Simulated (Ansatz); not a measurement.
# NaVS2 (P-3m1): how robust is the cRPA U?

Aim: hold the target of a cRPA run on NaVS2 (P-3m1) and move one thing at a time.

Program: Ansatz 0.2.0. Level of theory: constrained RPA on LDA, plane waves, PAW. Results are calculated unless marked as measured.

## 1. Set-up

The structure is trigonal, space group P-3m1 (No. 164). Conventional cell: a = 3.549 Å, b = 3.549 Å, c = 6.688 Å, α = 90.00°, β = 90.00°, γ = 120.00°. Nearest to Na lie 6 S at 2.86 Å. Nearest to V lie 6 S at 2.45 Å. S has 3 V at 2.45 Å and 3 Na at 2.86 Å nearest. Farther neighbours and most contacts between anions are not listed.

The cell and positions are those that the Materials Project relaxed with its own functionals (PBE, PBE+U or r2SCAN), kept fixed. The default PAW set here is soft_2. Its files were made with PBE.

## 2. Base: V t2g, bands v1 to c2, 6×6×4 mesh, medium accuracy

Constrained RPA screens the interaction with every transition except those inside the target bands, which a later many-body model would treat itself.

input.yaml

```yaml
crystal:
  lattice:
    - [-2.50965903, 1.0e-08, -2.50965906]
    - [2.50965903, -2.50965906, 1.0e-08]
    - [-3.86134577, -3.86134572, 3.86134572]
  atoms:
    - { symbol: Na, position: [0.0, 0.0, 0.5] }
    - { symbol: V, position: [0.0, 0.0, 0.0] }
    - { symbol: S, position: [0.66666667, 0.33333333, 0.797958] }
    - { symbol: S, position: [0.33333333, 0.66666667, 0.202042] }
kpoints:
  mp_grid: { grid: [12, 12, 4] }
hamiltonian:
  xc: lda
scf:
  occupations: { method: gaussian, width: 0.08 }
  n_extra_bands: 19
  max_iter: 150
output:
  crpa:
    kmesh: [6, 6, 4]
    target_bands: [v1, c2]
    projections: [{ species: V, l: d, shell: 3, orbitals: [dxz, dyz, dxy] }]
  local_orbitals:
    kmesh: [6, 6, 4]
    orbitals: [{ species: V, l: d, shell: 3, orbitals: [dxz, dyz, dxy] }]
    window: { bands: [v1, c2] }
    seedname: lo
```

Run with:

```console
$ ansatz run input.yaml --threads 4 --pin off --max-ram 9216MiB --backend cpu --events-out ev --progress --plain --runs-dir out
```

Numbers of over 12 decimals in the logs are rounded to 6 here.

Output:

```text
scf.n_extra_bands = 19 over 17 filled bands (N_el = 34.0): the run solves 36 bands
Engine: ansatz 0.2.0, aarch64-unknown-linux-gnu
Pseudopotentials: kind: paw
Pseudopotential: Na, paw, valence charge 9, recommended cutoff 420 eV (normal), Na.paw.azcp
Pseudopotential: V, paw, valence charge 13, recommended cutoff 420 eV (normal), V.paw.azcp
Pseudopotential: S, paw, valence charge 6, recommended cutoff 420 eV (normal), S.paw.azcp
Functional definition: SPW92
  exchange = slater_x
  correlation = pw_c
Crystal: 4 atoms, lattice volume = 72.961 Å³
Basis set: ecut = 420 eV, 1409 PW (Γ)
Bands: 36, of which v1, the nominal top of the filled ones, is band 17 counted from 1 (16 counted from 0)
Symmetry: 12 space group operations
Space group: P-3m1 (ITA 164), of the structure as read, at distance tolerance 4.2e-5 Å
k-points: 69 of 576
Non-local potential: Na, projectors of the file, l = 0: 3, l = 1: 2, l = 2: 1
Non-local potential: V, projectors of the file, l = 0: 3, l = 1: 2, l = 2: 3, l = 3: 1
Non-local potential: S, projectors of the file, l = 0: 2, l = 1: 2, l = 2: 2
PAW form: soft (Blöchl's): semilocal exchange-correlation on the pseudo side does not see the compensation charge
PAW frozen core: Na, regenerated for the run's functional, and the local potential with it (the file was generated under x = pbe(κ = 0.804, μ = 0.219515), c = pbe(β = 0.066725))
PAW frozen core: V, regenerated for the run's functional, and the local potential with it (the file was generated under x = pbe(κ = 0.804, μ = 0.219515), c = pbe(β = 0.066725))
PAW frozen core: S, regenerated for the run's functional, and the local potential with it (the file was generated under x = pbe(κ = 0.804, μ = 0.219515), c = pbe(β = 0.066725))
PAW one-centre angular grid: Na, 110 points (default); XC on 64 Gauss nodes
PAW one-centre angular grid: V, 590 points (default); XC on 64 Gauss nodes
PAW one-centre angular grid: S, 110 points (default); XC on 64 Gauss nodes
Initial density: superposition of atomic densities (neutral atoms: chi_scale 0, normalization atom), corrected by the library's trained network
Initial wavefunctions: pseudopotential atomic-orbital guess
Functional: x = slater, c = lda
SCF iter   1: F=—  HF=-6070.073573 eV  |F-HF|=—  |Δ(HF+E_count)|=         —  Δρ=7.78e-3  dr2=3.54e-2  ethr=1.77e-3  ⟨swp⟩=5.0  Hψ=10671  notcnv=0  defer=438
preconditioner: auto → LDOS  [metal: Δε(μ)=0.007 eV  Ē_g=13.653 eV  σ=0.080 eV  W_gap=0.05  n_scr=22 (ndim 8)  ℏωp=18.4 eV  f_vac=0.023  D(μ)=2.75/eV (n_scr^D=22)  β→1.0]
SCF iter   2: F=—  HF=-6070.066939 eV  |F-HF|=—  |Δ(HF+E_count)|=   6.63e-3  Δρ=5.45e-3  dr2=9.63e-3  ethr=1.04e-4  ⟨swp⟩=2.0  Hψ=4565  notcnv=0  defer=822
[...]
SCF 1 converged in 7 iterations: F = -6070.061620 eV  dr2 = 2.87e-8
[...]
NSCF: frozen V_eff on 27 k-points
NSCF: frozen V_eff on 24 k-points
[...]
cRPA screening: q 1/144
cRPA screening: q 2/144
cRPA screening: q 4/144 (q-point 3)
cRPA screening: q 5/144
cRPA screening: q 11/144 (q-point 6)
cRPA screening: q 17/144 (q-point 7)
cRPA screening: q 23/144 (q-point 8)
cRPA screening: q 29/144 (q-point 9)
cRPA screening: q 35/144 (q-point 10)
cRPA screening: q 41/144 (q-point 11)
cRPA screening: q 47/144 (q-point 12)
[...]
cRPA screening: q 125/144 (q-point 36)
cRPA screening: q 137/144 (q-point 57)
cRPA screening: q 139/144 (q-point 58)
cRPA screening: q 143/144 (q-point 59)
SCF converged after 7 iterations
Free energy (F): -6070.061620 eV
Harris-Foulkes:  -6070.061620 eV  (|F-HF|=1.72e-8)
Internal energy: -6070.052576 eV  (E = F + TS)
E sigma→0 (E₀):  -6070.057098 eV
Entropy (-TS):   -0.009044 eV (-2.261 meV/atom)
Fermi energy:    7.844543 eV
--- Per-component energies (eV) ---
  E_band       = -437.616407
  E_kinetic    = 668.746871
  E_local      = -2972.920712  (includes V_loc(G=0)·N_el)
  E_nonlocal   = 134.024793
  E_hartree    = 1185.234875
  E_xc         = -359.601341
  E_vxc        = -389.488325  (∫ρ·V_xc dr)
  E_paw        = -2443.040297  (= ΣΔE_a)
  E_vpaw       = -248.457221  (= ΣTr[D̂ρ^β])
  E_aug_tail   = 0.000248  (compensation charges beyond the density's cutoff)
  E_ewald      = -2283.290448
  E_core_change = 0.793435  (= ΣΔE_core)
  E_smearing   = -0.009044  (= −TS)
  E_closure    = 0.000000  (closes the sum)
  Σ components = -6070.061620   (vs F -6070.061620, Δ=0.00e0)
--- Band table (eV; the first three rows and the last of 69) ---
  k-point 0: bands = [... 13 lower, 5.9332, 6.7818, 6.7818, 7.4625, 7.4625, 7.7485, 10.1120, 10.1120, ... 15 higher]
  k-point 1: bands = [... 13 lower, 5.1994, 6.7540, 6.7540, 7.4625, 7.4625, 8.0406, 10.1586, 10.1586, ... 15 higher]
  k-point 2: bands = [... 13 lower, 4.4665, 6.7265, 6.7265, 7.4627, 7.4627, 8.1982, 10.2054, 10.2054, ... 15 higher]
  k-point 68: bands = [... 13 lower, 4.1632, 4.6216, 4.6216, 7.9013, 8.2103, 8.2103, 9.7307, 9.7307, ... 15 higher]
--- cRPA (band scheme, projected local orbitals): target bands 17..19 (1-based), 3 Wannier function(s), 6×6×4 mesh, 38 bands' worth read of 43 solved, ecut_chi 136.0 eV, v(q+G=0) probe_charge, pair densities all_electron ---
  bands read: the sum over 38 bands ends inside a degenerate multiplet in 7 slots, whose members it reads at an even weight; the widest, k=0: bands 38 to 39 (counted from 1) at 1/2 each
  χ-basis size per q: N_G = 246..276
  window electrons = 2.0000, filled by tetrahedron_uncorrected; constrained ε̄⁻¹(q = 0, 0) head = 0.138649; min gauge Gram eig = 0.6826
  Kanamori averages over each shell's own Wannier functions (sites counted from 0, functions from 1):
    Site 1, 3D, 3 of 5 d orbitals (Wannier functions 1, 2, 3; wannier90's mr 2, 3, 5):
      screened: U = 2.2328 eV, U' = 1.5098 eV, J = 0.3478 eV
      screened, to within: U = 5.5e-3 eV, U' = 5.5e-3 eV, J = 7.2e-4 eV
      bare: V = 14.2280 eV, V' = 13.2133 eV, J = 0.4867 eV
  Hermiticity witness max|P − P†| over intra, direct and exchange elements: 8.88e-15 eV (screened), 2.26e-24 eV (bare)
  Reality witness max|Im| over intra, direct and exchange elements: 1.57e-19 eV (screened), 1.28e-18 eV (bare)
```

Run time: 3.9 min. Hardware: 4 threads of Arm Neoverse V1, shared host; peak memory 0.65 GiB.

Numbers from this step:

```yaml
u: 2.233 eV
u_prime_inter_orbital: 1.510 eV
j: 0.3478 eV
bare_v: 14.23 eV
bare_j: 0.4867 eV
stated_bound_on_u: 0.005401 eV
u_over_bare_v: 0.1569
electrons_in_the_window: 2.000
head_of_the_constrained_inverse_dielectric_matrix: 0.1386
least_eigenvalue_of_the_projection_s_overlap: 0.6826
target_functions: 3
bands_in_the_sums: 38
r_m_s_miss_of_the_model_bands: 0.02194 eV
width_of_the_target_bands: 1.468 eV
weight_of_the_projected_orbitals_in_the_window: 0.8747
```

On the V t2g shell, screening brings the on-site interaction from 14.2 eV down to U = 2.23 eV.

## 3. Changed: 6×6×2 mesh

input.yaml, the sections that differ from step 2:

```yaml
output:
  crpa:
    kmesh: [6, 6, 2]
    target_bands: [v1, c2]
    projections: [{ species: V, l: d, shell: 3, orbitals: [dxz, dyz, dxy] }]
# crystal, kpoints, hamiltonian, scf: as in step 2
```

Output:

```text
[...]
Crystal: 4 atoms, lattice volume = 72.961 Å³
Basis set: ecut = 420 eV, 1409 PW (Γ)
Bands: 36, of which v1, the nominal top of the filled ones, is band 17 counted from 1 (16 counted from 0)
Symmetry: 12 space group operations
[...]
k-points: 69 of 576
[...]
SCF iter   1: F=—  HF=-6070.073573 eV  |F-HF|=—  |Δ(HF+E_count)|=         —  Δρ=7.78e-3  dr2=3.54e-2  ethr=1.77e-3  ⟨swp⟩=5.0  Hψ=10671  notcnv=0  defer=438
[...]
SCF iter   7: F=-6070.061620 eV  HF=-6070.061620 eV  |F-HF|=1.72e-8  |Δ(HF+E_count)|=   3.79e-9  Δρ=6.06e-6  dr2=2.87e-8  ethr=2.94e-10  ⟨swp⟩=8.2  Hψ=10746  notcnv=0
SCF 1 converged in 7 iterations: F = -6070.061620 eV  dr2 = 2.87e-8
[...]
NSCF: frozen V_eff on 14 k-points
[...]
cRPA screening: q 1/72
cRPA screening: q 2/72
cRPA screening: q 3/72
cRPA screening: q 9/72 (q-point 4)
cRPA screening: q 15/72 (q-point 5)
[...]
SCF converged after 7 iterations
Free energy (F): -6070.061620 eV
[...]
Internal energy: -6070.052576 eV  (E = F + TS)
E sigma→0 (E₀):  -6070.057098 eV
Entropy (-TS):   -0.009044 eV (-2.261 meV/atom)
Fermi energy:    7.844543 eV
[...]
--- Band table (eV; the first three rows and the last of 69) ---
  k-point 0: bands = [... 13 lower, 5.9332, 6.7818, 6.7818, 7.4625, 7.4625, 7.7485, 10.1120, 10.1120, ... 15 higher]
  k-point 1: bands = [... 13 lower, 5.1994, 6.7540, 6.7540, 7.4625, 7.4625, 8.0406, 10.1586, 10.1586, ... 15 higher]
  k-point 2: bands = [... 13 lower, 4.4665, 6.7265, 6.7265, 7.4627, 7.4627, 8.1982, 10.2054, 10.2054, ... 15 higher]
  k-point 68: bands = [... 13 lower, 4.1632, 4.6216, 4.6216, 7.9013, 8.2103, 8.2103, 9.7307, 9.7307, ... 15 higher]
[...]
χ-basis size per q: N_G = 246..276
[...]
Site 1, 3D, 3 of 5 d orbitals (Wannier functions 1, 2, 3; wannier90's mr 2, 3, 5):
      screened: U = 2.2249 eV, U' = 1.5017 eV, J = 0.3479 eV
      screened, to within: U = 5.5e-3 eV, U' = 5.5e-3 eV, J = 7.2e-4 eV
      bare: V = 14.2414 eV, V' = 13.2267 eV, J = 0.4867 eV
[...]
```

It took 67 s on 4 threads; peak memory 0.55 GiB; 4.3 min of CPU time.

This step gave:

```yaml
u: 2.225 eV
u_prime_inter_orbital: 1.502 eV
j: 0.3479 eV
bare_v: 14.24 eV
bare_j: 0.4867 eV
stated_bound_on_u: 0.005409 eV
u_over_bare_v: 0.1562
electrons_in_the_window: 2.000
head_of_the_constrained_inverse_dielectric_matrix: 0.1347
least_eigenvalue_of_the_projection_s_overlap: 0.6826
target_functions: 3
bands_in_the_sums: 38
width_of_the_target_bands: 1.468 eV
weight_of_the_projected_orbitals_in_the_window: 0.8747
```

On the V t2g shell, screening brings the on-site interaction from 14.2 eV down to U = 2.22 eV.

## 4. Changed: 3×3×2 mesh

input.yaml: that of step 3 with these lines changed.

```diff
@@ -20,3 +20,3 @@
   crpa:
-    kmesh: [6, 6, 2]
+    kmesh: [3, 3, 2]
     target_bands: [v1, c2]
```

Output:

```text
[...]
Crystal: 4 atoms, lattice volume = 72.961 Å³
Basis set: ecut = 420 eV, 1409 PW (Γ)
Bands: 36, of which v1, the nominal top of the filled ones, is band 17 counted from 1 (16 counted from 0)
Symmetry: 12 space group operations
[...]
k-points: 69 of 576
[...]
k-point 68: bands = [... 13 lower, 4.1632, 4.6216, 4.6216, 7.9013, 8.2103, 8.2103, 9.7307, 9.7307, ... 15 higher]
[...]
χ-basis size per q: N_G = 246..276
[...]
Site 1, 3D, 3 of 5 d orbitals (Wannier functions 1, 2, 3; wannier90's mr 2, 3, 5):
      screened: U = 2.2677 eV, U' = 1.5229 eV, J = 0.3590 eV
      screened, to within: U = 5.6e-3 eV, U' = 5.6e-3 eV, J = 7.3e-4 eV
      bare: V = 14.6088 eV, V' = 13.5739 eV, J = 0.4970 eV
[...]
[key lines of the parts left out:]
SCF converged after 7 iterations
Free energy (F): -6070.061620 eV
Fermi energy:    7.844543 eV
```

Wall time 11 s (4 threads); peak memory 0.48 GiB; 43 s of CPU time.

Numbers from this step:

| Quantity | Value |
| --- | --- |
| U | 2.268 eV |
| U prime (inter-orbital) | 1.523 eV |
| J | 0.3590 eV |
| bare V | 14.61 eV |
| bare J | 0.4970 eV |
| stated bound on U | 0.005594 eV |
| U over bare V | 0.1552 |
| electrons in the window | 2.000 |
| head of the constrained inverse dielectric matrix | 0.1057 |
| least eigenvalue of the projection's overlap | 0.7495 |
| target functions | 3 |
| bands in the sums | 38 |
| width of the target bands | 1.468 eV |
| weight of the projected orbitals in the window | 0.8747 |

On the V t2g shell, screening brings the on-site interaction from 14.6 eV down to U = 2.27 eV.

## 5. Changed: smooth pair densities

input.yaml: that of step 4 with these lines changed.

```diff
@@ -20,4 +20,5 @@
   crpa:
-    kmesh: [3, 3, 2]
+    kmesh: [6, 6, 4]
     target_bands: [v1, c2]
     projections: [{ species: V, l: d, shell: 3, orbitals: [dxz, dyz, dxy] }]
+    pair_densities: pseudo
```

Output:

```text
[...]
Crystal: 4 atoms, lattice volume = 72.961 Å³
Basis set: ecut = 420 eV, 1409 PW (Γ)
Bands: 36, of which v1, the nominal top of the filled ones, is band 17 counted from 1 (16 counted from 0)
Symmetry: 12 space group operations
[...]
k-points: 69 of 576
[...]
χ-basis size per q: N_G = 246..276
[...]
Site 1, 3D, 3 of 5 d orbitals (Wannier functions 1, 2, 3; wannier90's mr 2, 3, 5):
      screened: U = 2.2504 eV, U' = 1.5063 eV, J = 0.3577 eV
      screened, to within: U = 9.1e-3 eV, U' = 9.1e-3 eV, J = 6.9e-4 eV
      screened, sum over states alone: U = 2.3946 eV, U' = 1.5013 eV, J = 0.4270 eV
      bare: V = 14.2280 eV, V' = 13.2133 eV, J = 0.4867 eV
[...]
[key lines of the parts left out:]
SCF converged after 7 iterations
Free energy (F): -6070.061620 eV
Fermi energy:    7.844543 eV
```

Wall time 3.6 min (4 threads); peak memory 0.59 GiB; 14 min of CPU time.

This step gave:

| Quantity | Value |
| --- | --- |
| U | 2.250 eV |
| U prime (inter-orbital) | 1.506 eV |
| J | 0.3577 eV |
| bare V | 14.23 eV |
| bare J | 0.4867 eV |
| stated bound on U | 0.009015 eV |
| U over bare V | 0.1582 |
| electrons in the window | 2.000 |
| head of the constrained inverse dielectric matrix | 0.1389 |
| least eigenvalue of the projection's overlap | 0.6826 |
| target functions | 3 |
| bands in the sums | 38 |
| width of the target bands | 1.468 eV |
| weight of the projected orbitals in the window | 0.8747 |

On the V t2g shell, screening brings the on-site interaction from 14.2 eV down to U = 2.25 eV.

## 6. Changed: sums over states

input.yaml: that of step 5 with these lines changed.

```diff
@@ -23,2 +23,4 @@
     projections: [{ species: V, l: d, shell: 3, orbitals: [dxz, dyz, dxy] }]
-    pair_densities: pseudo
+    accuracy: sum_over_states
+    n_empty_bands: 34
+    ecut_chi: 136
```

Output:

```text
[...]
Crystal: 4 atoms, lattice volume = 72.961 Å³
Basis set: ecut = 420 eV, 1409 PW (Γ)
Bands: 36, of which v1, the nominal top of the filled ones, is band 17 counted from 1 (16 counted from 0)
Symmetry: 12 space group operations
[...]
k-points: 69 of 576
[...]
χ-basis size per q: N_G = 246..276
[...]
U and J over all bands: no bound (output.crpa.accuracy: sum_over_states); those below are of the sums over the bands read on the sphere of ecut_chi, with what the atoms add
[...]
Site 1, 3D, 3 of 5 d orbitals (Wannier functions 1, 2, 3; wannier90's mr 2, 3, 5):
      screened: U = 2.3071 eV, U' = 1.4841 eV, J = 0.3927 eV
      bare: V = 14.2280 eV, V' = 13.2133 eV, J = 0.4867 eV
[...]
[key lines of the parts left out:]
SCF converged after 7 iterations
Free energy (F): -6070.061620 eV
Fermi energy:    7.844543 eV
```

The job ended after 26 s (4 threads; peak memory 0.61 GiB; 96 s of CPU time).

This variant gives U = 2.31 eV against 2.23 eV. It is a finite sum over empty states with no bound on its error and stays out of the table below.

## 7. Changed: sums without a band count

input.yaml: that of step 6 with these lines changed.

```diff
@@ -24,3 +24 @@
     accuracy: sum_over_states
-    n_empty_bands: 34
-    ecut_chi: 136
```

Output:

```text
Error: 2 input errors — fix all and re-run
  1. invalid value for `output.crpa.n_empty_bands`: is left out, and the sums over bands alone (accuracy: sum_over_states under output.crpa) have no default for it, since their result follows it; type one, or take accuracy: low, medium or high under output.crpa
  2. invalid value for `output.crpa.ecut_chi`: is left out, and the sums over bands alone (accuracy: sum_over_states under output.crpa) have no default for it, since their result follows it; type one, or take accuracy: low, medium or high under output.crpa
```

Wall time 0.1 s (4 threads); peak memory 0.089 GiB.

The input was rejected at the start.

The program's message: “Error: 2 input errors — fix all and re-run”

The fault put into this input: sums without a band count.

## 8. Changed: PBEsol

This step: constrained RPA on PBEsol, plane waves, PAW.

input.yaml: that of step 7 with these lines changed.

```diff
@@ -13,3 +13,3 @@
 hamiltonian:
-  xc: lda
+  xc: pbesol
 scf:
@@ -23,2 +23 @@
     projections: [{ species: V, l: d, shell: 3, orbitals: [dxz, dyz, dxy] }]
-    accuracy: sum_over_states
```

Output:

```text
[...]
Crystal: 4 atoms, lattice volume = 72.961 Å³
Basis set: ecut = 420 eV, 1409 PW (Γ)
Bands: 36, of which v1, the nominal top of the filled ones, is band 17 counted from 1 (16 counted from 0)
Symmetry: 12 space group operations
[...]
k-points: 69 of 576
[...]
k-point 68: bands = [... 13 lower, 4.3238, 4.7875, 4.7875, 8.1099, 8.4171, 8.4171, 9.9363, 9.9363, ... 15 higher]
[...]
χ-basis size per q: N_G = 246..276
[...]
Site 1, 3D, 3 of 5 d orbitals (Wannier functions 1, 2, 3; wannier90's mr 2, 3, 5):
      screened: U = 2.2845 eV, U' = 1.5552 eV, J = 0.3508 eV
      screened, to within: U = 5.5e-3 eV, U' = 5.5e-3 eV, J = 7.2e-4 eV
      bare: V = 14.2888 eV, V' = 13.2681 eV, J = 0.4896 eV
[...]
[key lines of the parts left out:]
SCF converged after 7 iterations
Free energy (F): -6134.867086 eV
Fermi energy:    8.047077 eV
```

It took 3.6 min on 4 threads; peak memory 0.65 GiB.

This step gave:

| Item | Value |
| --- | --- |
| U | 2.284 eV |
| U prime (inter-orbital) | 1.555 eV |
| J | 0.3508 eV |
| bare V | 14.29 eV |
| bare J | 0.4896 eV |
| stated bound on U | 0.005415 eV |
| U over bare V | 0.1599 |
| electrons in the window | 2.000 |
| head of the constrained inverse dielectric matrix | 0.1435 |
| least eigenvalue of the projection's overlap | 0.6897 |
| target functions | 3 |
| bands in the sums | 38 |
| width of the target bands | 1.476 eV |
| weight of the projected orbitals in the window | 0.8764 |

On the V t2g shell, screening brings the on-site interaction from 14.3 eV down to U = 2.28 eV.

(Continued in part 2 of 2.)

[Paths, hosts, dates, memory and timing lines, banners, echoed tables and standing remarks are left out of the program output.]

[Logs are printed without paths, hosts, clocks, repeated set-up lines and the standing remarks that a program may print on its own settings, such as how far it seeks lower states.]

[Runs of the session that timed out or met a known fault of the program may be left out.]

[Hosts, paths, dates, database ids (printed as entryN), source tags and the programs' standing remarks are cut or masked in the printed files.]
